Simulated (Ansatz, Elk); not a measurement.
# How far do independent atoms describe Sr2MgP2?

Structure refinements treat a crystal as free atoms side by side. For a made-up structure of Sr2MgP2 (cell and positions from a PBEsol relaxation) the runs below show what the calculated density changes in F(hkl).

Calculated with Elk 11.2.3 (patched build); DFT, PBE, all-electron APW+lo, Dirac cores, scalar-relativistic bands, static density, no spin.

The structure was built from a prototype and need not be the compound's stable phase.

### 1. Starting point

It takes space group P-3m1 (No. 164, trigonal). The conventional cell has a = 4.889 Å, b = 4.889 Å, c = 6.329 Å, α = 90.00°, β = 90.00°, γ = 120.00°. Nearest to Sr lie 5 P at 2.89 to 3.21 Å and 3 Mg at 3.38 Å. Nearest to P lie 5 Sr at 2.89 to 3.21 Å and 3 Mg at 3.09 Å. Nearest to Mg lie 6 P at 3.09 Å and 6 Sr at 3.38 Å. Farther neighbours are not listed.

### 2. Ground state and structure factors

An all-electron density is needed, since X-rays see the cores too. Task 0 finds the density and task 195 Fourier-transforms it; tshift is off so that phases refer to the origin typed.

The input, elk.in:

```
tasks
  0
  195

xctype
  20

spinpol
  .false.

rgkmax
  7.0

gmaxvr
  14.0

lmaxo
  7

lmaxapw
  8

swidth
  0.002

tshift
  .false.

ramdisk
  .false.

hmaxvr
  5.5

maxscl
  120

epspot
  1e-06

sppath
  './'

avec
  9.23805167351 0.00000000000 -0.00000000000
  -4.61902583675 8.00038743073 0.00000000000
  -0.00000000000 0.00000000000 11.96077603915

atoms
  3
  'Sr.in'
  2
  0.6666666667 0.3333333333 0.2940622308   0.000000 0.000000 0.000000
  0.3333333333 0.6666666667 0.7059377692   0.000000 0.000000 0.000000
  'P.in'
  2
  0.6666666667 0.3333333333 0.8012810102   0.000000 0.000000 0.000000
  0.3333333333 0.6666666667 0.1987189898   0.000000 0.000000 0.000000
  'Mg.in'
  1
  0.0000000000 -0.0000000000 0.0000000000   0.000000 0.000000 0.000000

ngridk
  5 5 4
```

Run with:

```
> OMP_NUM_THREADS=4 elk
```

Numbers of over 12 decimals in the logs are rounded to 6 here.

Log:

```text
┌─────────────────────────┐
│ Elk code version 11.2.3 │
└─────────────────────────┘

All units are atomic (Hartree, Bohr, etc.)

┌─────────────────────────────────────────────────┐
│ Ground-state run starting from atomic densities │
└─────────────────────────────────────────────────┘

Lattice vectors :
   9.238051674       0.000000000      -0.000000000
  -4.619025837       8.000387431       0.000000000
  -0.000000000       0.000000000       11.96077604

Reciprocal lattice vectors :
  0.6801418231      0.3926800647       0.000000000
  -0.000000000      0.7853601293      -0.000000000
   0.000000000       0.000000000      0.5253158563

Unit cell volume      :    883.9969457
Brillouin zone volume :   0.2806007585

Muffin-tin inner radius fraction :   0.1000000000E-01

Nuclei treated as point charges

Species : 1 (Sr)
 parameters loaded from : Sr.in
 name : strontium
 nuclear charge    :   -38.00000000
 electronic charge :    38.00000000
 atomic mass :    159721.4892
 muffin-tin radius :    2.600000000
 number of radial points in muffin-tin :   1193
 inner part over the whole radius :   0.9909106339E-02
 number on inner part of muffin-tin    :    847
 approximate nuclear radius :   0.8067967193E-04
 number of mesh points to nuclear radius :    415
 atomic positions (lattice), magnetic fields (Cartesian) :
  1 :  -0.33333333  0.33333333  0.29406223    0.00000000  0.00000000  0.00000000
  2 :   0.33333333 -0.33333333 -0.29406223    0.00000000  0.00000000  0.00000000

Species : 2 (P)
 parameters loaded from : P.in
 name : phosphorus
 nuclear charge    :   -15.00000000
 electronic charge :    15.00000000
 atomic mass :    56461.71230
 muffin-tin radius :    2.200000000
 number of radial points in muffin-tin :    793
 inner part over the whole radius :   0.9987340520E-02
 number on inner part of muffin-tin    :    554
 approximate nuclear radius :   0.6081821256E-04
 number of mesh points to nuclear radius :    248
 atomic positions (lattice), magnetic fields (Cartesian) :
  1 :  -0.33333333  0.33333333 -0.19871899    0.00000000  0.00000000  0.00000000
  2 :   0.33333333 -0.33333333  0.19871899    0.00000000  0.00000000  0.00000000

Species : 3 (Mg)
 parameters loaded from : Mg.in
 name : magnesium
 nuclear charge    :   -12.00000000
 electronic charge :    12.00000000
 atomic mass :    44305.30466
 muffin-tin radius :    2.200000000
 number of radial points in muffin-tin :    793
 inner part over the whole radius :   0.9941530515E-02
 number on inner part of muffin-tin    :    552
 approximate nuclear radius :   0.5710277704E-04
 number of mesh points to nuclear radius :    241
 atomic positions (lattice), magnetic fields (Cartesian) :
  1 :   0.00000000  0.00000000  0.00000000    0.00000000  0.00000000  0.00000000

Total number of atoms per unit cell :    5
Total muffin-tin volume :    281.0510676
 ratio of muffin-tin to unit cell volume :   0.3179321704

Spin treatment :
 spin-unpolarised

Number of Bravais lattice symmetries :   24
Number of crystal symmetries         :   12
Crystal has inversion symmetry
Real symmetric eigensolver will be used

k-point grid :      5     5     4
k-point offset :    0.000000000       0.000000000       0.000000000
k-point set is reduced with full crystal symmetry group
Total number of k-points :       17

Muffin-tin radius times maximum |G+k| :    7.000000000
 using average radius
Maximum |G+k| for APW functions       :    2.966101695
Maximum (1/2)|G+k|²                   :    4.398879632
Maximum |G| for potential and density :    14.00000000
Constant for pseudocharge density :    9
 order of it for each species :   16  16  16
 order of it for pair densities of each species (exact exchange by exxq0 0: 17) :   12   8   8
Radial integration step length :    1

G-vector grid sizes :     42    42    54
Number of G-vectors :    41087

Maximum angular momentum used for
 APW functions            :    8
 outer part of muffin-tin :    7
 inner part of muffin-tin :    2

Total nuclear charge    :   -118.0000000
[...]
correlation                 :     -5.414241
 electron entropic           :    -0.25827166497626E-08
 total energy                :     -7246.5331886054

Density of states at Fermi energy :   0.4400824868E-04
 (states/Hartree/unit cell)

Estimated indirect band gap :   0.5291730872E-01
 from k-point 1 to k-point 1
Estimated direct band gap   :   0.5291730872E-01
 at k-point 1

Charges :
 core                        :    78.00000000
 valence                     :    40.00000000
 interstitial                :    8.328449341
 muffin-tins (core leakage)
  species : 1 (Sr)
   atom 1                    :    36.05633839     (  0.2889661744E-04)
[...]
species : 2 (P)
[...]
species : 3 (Mg)
[...]
total in muffin-tins        :    109.6715507
 total calculated charge     :    117.9990227
 total charge                :    118.0000000
 error                       :   0.9773234366E-03

RMS change in Kohn-Sham potential (target) :   0.4716132591     (  0.1000000000E-05)
Absolute change in total energy (target)   :    1.132167157     (  0.1000000000E-03)

[... loops 3 to 14 left out ...]

┌──────────────────┐
│ Loop number : 15 │
└──────────────────┘

Energies :
 Fermi                       :     0.184417
 sum of occupied eigenvalues :     -4229.3553090361
 electron kinetic            :      7437.8632879461
 core electron kinetic       :      7260.7389284193
 Coulomb                     :     -14408.778374254
 Coulomb potential           :     -11311.735574244
 nuclear-nuclear             :     -796.69445921855
 electron-nuclear            :     -15925.796958210
 Hartree                     :      2313.7130431745
 Madelung                    :     -8752.9105871316
 xc potential                :     -355.48302273825
 exchange                    :     -268.03281161970
 correlation                 :     -5.422335
 electron entropic           :    -0.61804193178958E-04
 total energy                :     -7244.3702945124

Density of states at Fermi energy :    4.765589978
 (states/Hartree/unit cell)

Estimated indirect band gap :   0.3334812261E-02
 from k-point 1 to k-point 1
Estimated direct band gap   :   0.3334812261E-02
 at k-point 1

Charges :
 core                        :    78.00000000
 valence                     :    40.00000000
 interstitial                :    8.822378443
 muffin-tins (core leakage)
  species : 1 (Sr)
[...]
species : 2 (P)
[...]
species : 3 (Mg)
[...]
total in muffin-tins        :    109.1776216
 total calculated charge     :    117.9991119
 total charge                :    118.0000000
 error                       :   0.8881083267E-03

RMS change in Kohn-Sham potential (target) :   0.1991394547E-06 (  0.1000000000E-05)
Absolute change in total energy (target)   :   0.9105513800E-04 (  0.1000000000E-03)

Convergence targets achieved

┌──────────────────┐
│ Loop number : 16 │
└──────────────────┘

Energies :
 Fermi                       :     0.184417
 sum of occupied eigenvalues :     -4229.3553071534
 electron kinetic            :      7437.8632924619
 core electron kinetic       :      7260.7389361545
 Coulomb                     :     -14408.778376089
 Coulomb potential           :     -11311.735579450
 nuclear-nuclear             :     -796.69445921855
 electron-nuclear            :     -15925.796956717
 Hartree                     :      2313.7130398468
 Madelung                    :     -8752.9105863645
 xc potential                :     -355.48302016584
 exchange                    :     -268.03281155019
 correlation                 :     -5.422335
 electron entropic           :    -0.61803980839210E-04
 total energy                :     -7244.3702917571

Density of states at Fermi energy :    4.765571499
 (states/Hartree/unit cell)

Estimated indirect band gap :   0.3334844925E-02
 from k-point 1 to k-point 1
Estimated direct band gap   :   0.3334844925E-02
 at k-point 1

Charges :
 core                        :    78.00000000
 valence                     :    40.00000000
 interstitial                :    8.822378620
 muffin-tins (core leakage)
  species : 1 (Sr)
[...]
species : 2 (P)
   atom 1                    :    13.31313601     (  0.3108051555E-03)
   atom 2                    :    13.31313601     (  0.3108051555E-03)
  species : 3 (Mg)
   atom 1                    :    10.38151374     ( -0.9828258651E-07)
 total in muffin-tins        :    109.1776214
 total calculated charge     :    117.9991119
 total charge                :    118.0000000
 error                       :   0.8881083918E-03

┌──────────────────────────────┐
│ Self-consistent loop stopped │
└──────────────────────────────┘

Warning : core states of species 2 leak from the muffin-tin :   0.3108051555E-03

Wrote STATE.OUT
```

Wall time 24 s (4 threads of AMD EPYC 7B13 (Zen 3), shared host); peak memory 0.22 GiB.

SFACRHO.OUT:

```text

h k l indices transformed by vhmat matrix:
   1.000000000       0.000000000       0.000000000    
   0.000000000       1.000000000       0.000000000    
   0.000000000       0.000000000       1.000000000    

      h      k      l  multipl.   |H|            Re(F)            Im(F)           |F|

      0      0      0      1   0.0000000       118.00000      0.23184628E-15   118.00000    
      0      0     -1      2  0.52531586      0.33799140     -0.61049387E-14  0.33799140    
      1     -1      0      6  0.78536013      -36.746053     -0.19889596E-13   36.746053    
     -1      0     -1      6  0.94485305       49.106076      0.14970193E-13   49.106076    
     -1      0      1      6  0.94485305      -19.696457      0.46077848E-14   19.696457    
      0      0     -2      2   1.0506317      -63.609016     -0.28336896E-13   63.609016    
      1     -1      2      6   1.3117231       80.930096      0.46115047E-14   80.930096    
     -1      0     -2      6   1.3117231       4.3985522      0.13016103E-16   4.3985522    
      1     -2      0      6   1.3602836       88.724670      0.35534771E-13   88.724670    
      1      1      1     12   1.4581935      -1.3500654      0.76490991E-14   1.3500654    
      0      2      0      6   1.5707203      -29.860847      0.12227912E-13   29.860847    
      0      0      3      2   1.5759476       34.714473     -0.11487772E-13   34.714473    
      0      2      1      6   1.6562364       44.102619     -0.39520460E-13   44.102619    
      2     -2     -1      6   1.6562364      -18.640771     -0.16814560E-13   18.640771    
      2     -1     -2     12   1.7187782      -53.374250     -0.43653980E-13   53.374250    
     -1      0     -3      6   1.7607956      -27.875427     -0.28371652E-13   27.875427    
     -1      0      3      6   1.7607956       18.133295     -0.30601679E-14   18.133295    
     -2      2     -2      6   1.8897061       4.0104547      0.61310625E-14   4.0104547
```

Elk indexes on the primitive cell of elk.in and gives |H| = 4π sin θ/λ in inverse bohr. Below, one row stands for each form hkl of the conventional cell (m members, Friedel mates merged), F is for one primitive cell and the density is static (no thermal factor). Free-atom factors are Waasmaier and Kirfel's, and R is Σm||F|−|F'||/Σm|F|.

```tsv
hkl	m	sin θ/λ (Å⁻¹)	abs F, DFT	neutral atoms	diff.
001	2	0.079	0.338	0.241	+0.097
100	6	0.118	36.746	36.084	+0.662
101	6	0.142	49.106	49.451	-0.345
011	6	0.142	19.697	19.910	-0.214
002	2	0.158	63.609	62.981	+0.628
012	6	0.197	80.930	80.945	-0.015
102	6	0.197	4.399	4.457	-0.059
110	6	0.205	88.725	88.734	-0.009
111	12	0.219	1.350	1.197	+0.153
200	6	0.236	29.861	29.781	+0.080
003	2	0.237	34.715	34.466	+0.249
021	6	0.249	44.103	43.901	+0.202
201	6	0.249	18.641	18.387	+0.254
112	12	0.259	53.374	53.557	-0.183
103	6	0.265	27.875	27.659	+0.216
013	6	0.265	18.133	18.146	-0.013
022	6	0.284	4.011	3.926	+0.085
202	6	0.284	70.288	70.507	-0.219
```

### 3. The highest occupied states alone

An energy window below the Fermi level keeps the highest occupied states, to see at which angles they scatter; shallow core shells can lie inside it and anion s states outside. No new self-consistency is needed.

elk.in: that of step 2 with these lines changed.

```diff
@@ -1,3 +1,2 @@
 tasks
-  0
   195
@@ -40,2 +39,5 @@
 
+wsfac
+  -0.256580 0.484420
+
 sppath
```

Run with:

```
> OMP_NUM_THREADS=4 elk
```

Log:

```text
┌─────────────────────────────────┐
│ Elk code version 11.2.3 started │
└─────────────────────────────────┘

Info(readinput): the functional depends on the density's gradient
 muffin-tin radial points multiplied by    2.00000
 (not where nrmtscf is given)

┌────────────────────┐
│ Current task : 195 │
└────────────────────┘

Info(sfacrho): density structure factors written to SFACRHO.OUT

 Energy window :  -0.2565800000      0.4844200000

┌──────────────────┐
│ Elk code stopped │
└──────────────────┘
```

Elapsed: 11 s, on 4 threads; peak memory 0.16 GiB.

States within 12 eV below the Fermi level hold 16.00 electrons; any levels below the window count with the cores. Their amplitudes can exceed the total, where window and core parts have opposite phase:

```tsv
hkl	sin θ/λ (Å⁻¹)	abs F, window	abs F, all
001	0.079	3.248	0.338
100	0.118	3.057	36.746
101	0.142	4.227	49.106
011	0.142	3.373	19.697
002	0.158	3.342	63.609
012	0.197	2.038	80.930
102	0.197	0.308	4.399
110	0.205	2.002	88.725
111	0.219	0.249	1.350
200	0.236	0.757	29.861
```

### 4. Another functional

The difference from free atoms is small, so it is set against the change that PBEsol makes.

elk.in: that of step 3 with these lines changed.

```diff
@@ -1,2 +1,3 @@
 tasks
+  0
   195
@@ -4,3 +5,3 @@
 xctype
-  20
+  22
 
@@ -39,5 +40,2 @@
 
-wsfac
-  -0.256580 0.484420
-
 sppath
```

Run with:

```
> OMP_NUM_THREADS=4 elk
```

Log:

```text
┌─────────────────────────┐
│ Elk code version 11.2.3 │
└─────────────────────────┘

All units are atomic (Hartree, Bohr, etc.)

┌─────────────────────────────────────────────────┐
│ Ground-state run starting from atomic densities │
└─────────────────────────────────────────────────┘

Lattice vectors :
   9.238051674       0.000000000      -0.000000000
  -4.619025837       8.000387431       0.000000000
  -0.000000000       0.000000000       11.96077604

Reciprocal lattice vectors :
  0.6801418231      0.3926800647       0.000000000
[...]
species : 1 (Sr)
[...]
species : 2 (P)
[...]
atom 2                    :    13.29432272     (  0.3132211340E-03)
  species : 3 (Mg)
   atom 1                    :    10.37993706     ( -0.9828258651E-07)
 total in muffin-tins        :    109.1425037
 total calculated charge     :    117.9991134
 total charge                :    118.0000000
 error                       :   0.8866219307E-03

┌──────────────────────────────┐
│ Self-consistent loop stopped │
└──────────────────────────────┘

Warning : core states of species 2 leak from the muffin-tin :   0.3132211340E-03

Wrote STATE.OUT
[key lines of the parts left out:]
total energy                :     -7238.9718443934
```

It took 24 s on 4 threads; peak memory 0.22 GiB.

Against the first run R = 0.03 %; the largest change is -0.035 at 002.

### 5. Basis size

The basis and the expansions that go with it are enlarged, to see whether the differences are converged.

elk.in: that of step 4 with these lines changed.

```diff
@@ -5,3 +5,3 @@
 xctype
-  22
+  20
 
@@ -11,12 +11,12 @@
 rgkmax
-  7.0
+  8.5
 
 gmaxvr
-  14.0
+  18.0
 
 lmaxo
-  7
+  9
 
 lmaxapw
-  8
+  10
```

Run with:

```
> OMP_NUM_THREADS=4 elk
```

Log:

```text
┌─────────────────────────┐
│ Elk code version 11.2.3 │
└─────────────────────────┘

All units are atomic (Hartree, Bohr, etc.)

┌─────────────────────────────────────────────────┐
│ Ground-state run starting from atomic densities │
└─────────────────────────────────────────────────┘

Lattice vectors :
   9.238051674       0.000000000      -0.000000000
  -4.619025837       8.000387431       0.000000000
  -0.000000000       0.000000000       11.96077604

Reciprocal lattice vectors :
  0.6801418231      0.3926800647       0.000000000
[...]
species : 1 (Sr)
[...]
species : 2 (P)
[...]
atom 2                    :    13.31535195     (  0.3109498286E-03)
  species : 3 (Mg)
   atom 1                    :    10.38264813     ( -0.9828258873E-07)
 total in muffin-tins        :    109.1806095
 total calculated charge     :    117.9993585
 total charge                :    118.0000000
 error                       :   0.6414812120E-03

┌──────────────────────────────┐
│ Self-consistent loop stopped │
└──────────────────────────────┘

Warning : core states of species 2 leak from the muffin-tin :   0.3109498286E-03

Wrote STATE.OUT
[key lines of the parts left out:]
total energy                :     -7244.3744699479
```

Elapsed: 60 s, on 4 threads; peak memory 0.45 GiB; 2.1 min of CPU time.

Against the first run R = 0.00 %; the largest change is -0.005 at 312.

### 6. Settings against the effect

```tsv
run	R against the first run (%)	R against neutral atoms, low angle (%)	wall time
PBE, rgkmax 7	0.00	0.53	24 s
PBEsol	0.03	0.52	24 s
rgkmax 8.5 with larger expansions	0.00	0.53	60 s
```

### 7. What came out

| Item | Value |
| --- | --- |
| R against neutral atoms, sin θ/λ < 0.3 Å⁻¹ | 0.53 % |
| R against neutral atoms, 0.3 to 0.66 Å⁻¹ | 0.19 % |

In words: Independent neutral atoms miss the calculated amplitudes by R = 0.53 % below 0.3 Å⁻¹ and 0.19 % from there to 0.66 Å⁻¹; by shells, 1.19 % below 0.15 Å⁻¹ (4 forms), 0.40 % 0.15 to 0.3 (14 forms), 0.14 % 0.3 to 0.45 (35 forms), 0.21 % above 0.45 (96 forms). Bonding, aspherical density and the tables' own atoms all enter these figures, and the runs don't part them. The largest change of an amplitude is +0.66 electrons, at 100. The window's part falls from 16.0 electrons at the origin to at most 0.19 between 0.45 and 0.66 Å⁻¹. Below 0.3 Å⁻¹ the changes that finished (PBEsol and rgkmax 8.5 with larger expansions) move F by R = 0.04 % at most, against the 0.53 % that separates it from free atoms. The k-mesh has no finished test. Part of the difference isn't bonding: the tables are fits to free atoms and ions calculated by other methods than this functional. Thermal motion, anomalous dispersion and extinction are left out.

[Logs are printed without paths, hosts, clocks, repeated set-up lines and the standing remarks that a program may print on its own settings, such as how far it seeks lower states.]

[Hosts, paths, dates, database ids (printed as entryN), source tags and the programs' standing remarks are cut or masked in the printed files.]
